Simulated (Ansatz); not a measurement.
CsH (rocksalt (001) film, 2 layers), computed twice by G0W0.

The cell holds 4 atoms: 2 Cs and 2 H. Its edges and angles: a = 4.509 Å, b = 4.509 Å, c = 29.300 Å, α = 90.0°, β = 90.0°, γ = 90.0°. It derives from CsH. Vacuum lies along c.

```xyz
4
Lattice="4.5085 0.0000 0.0000 0.0000 4.5085 0.0000 0.0000 0.0000 29.3000" Properties=species:S:1:pos:R:3
Cs    0.0000    0.0000   13.1230
H     2.2543    2.2543   13.2464
Cs    2.2543    2.2543   16.1770
H     0.0000    0.0000   16.0536
```

The structure was relaxed with LDA (ions only). The runs that relaxed it are not among those shown. Spin-orbit coupling is left out unless a run names it. PAW set soft_2, made with PBE.

The first (Ansatz 0.2.0; start LDA, 4×4×1 mesh, 408 empty bands, screening to 45 eV; 4 threads of Arm Neoverse V2, shared host) gave, on its mesh: starting gap 2.54 eV, G0W0 gap 4.57 eV, mean of 1 + 4πα/V (set by the cell height) 1.36, 82 s.

The second changes empty bands from 408 to 169 and screening cutoff (eV) from 45.0 to 25. What does it give?

It gave: starting gap 2.54 eV, G0W0 gap 4.44 eV, mean of 1 + 4πα/V (set by the cell height) 1.37, 23 s. The G0W0 gap moves by −0.13 eV, +0.00 eV from the start and −0.13 eV from the correction. Σc changes by +0.16 eV at the valence top and +0.03 eV at the conduction bottom, and Σx − Vxc between them by +0.00 eV.

Limits: not at the basis limit; coarse mesh for a sheet; no spin-orbit coupling.

[Paths, hosts, dates, memory and timing lines, banners, echoed tables and standing remarks are left out of the program output.]

[Logs are printed without paths, hosts, clocks, repeated set-up lines and the standing remarks that a program may print on its own settings, such as how far it seeks lower states.]

[Runs of the session that timed out or met a known fault of the program may be left out.]

[Cells called generated may have been cut or substituted from an entry of the Crystallography Open Database or the Materials Project.]

[Hosts, paths, dates, database ids (printed as entryN), source tags and the programs' standing remarks are cut or masked in the printed files.]
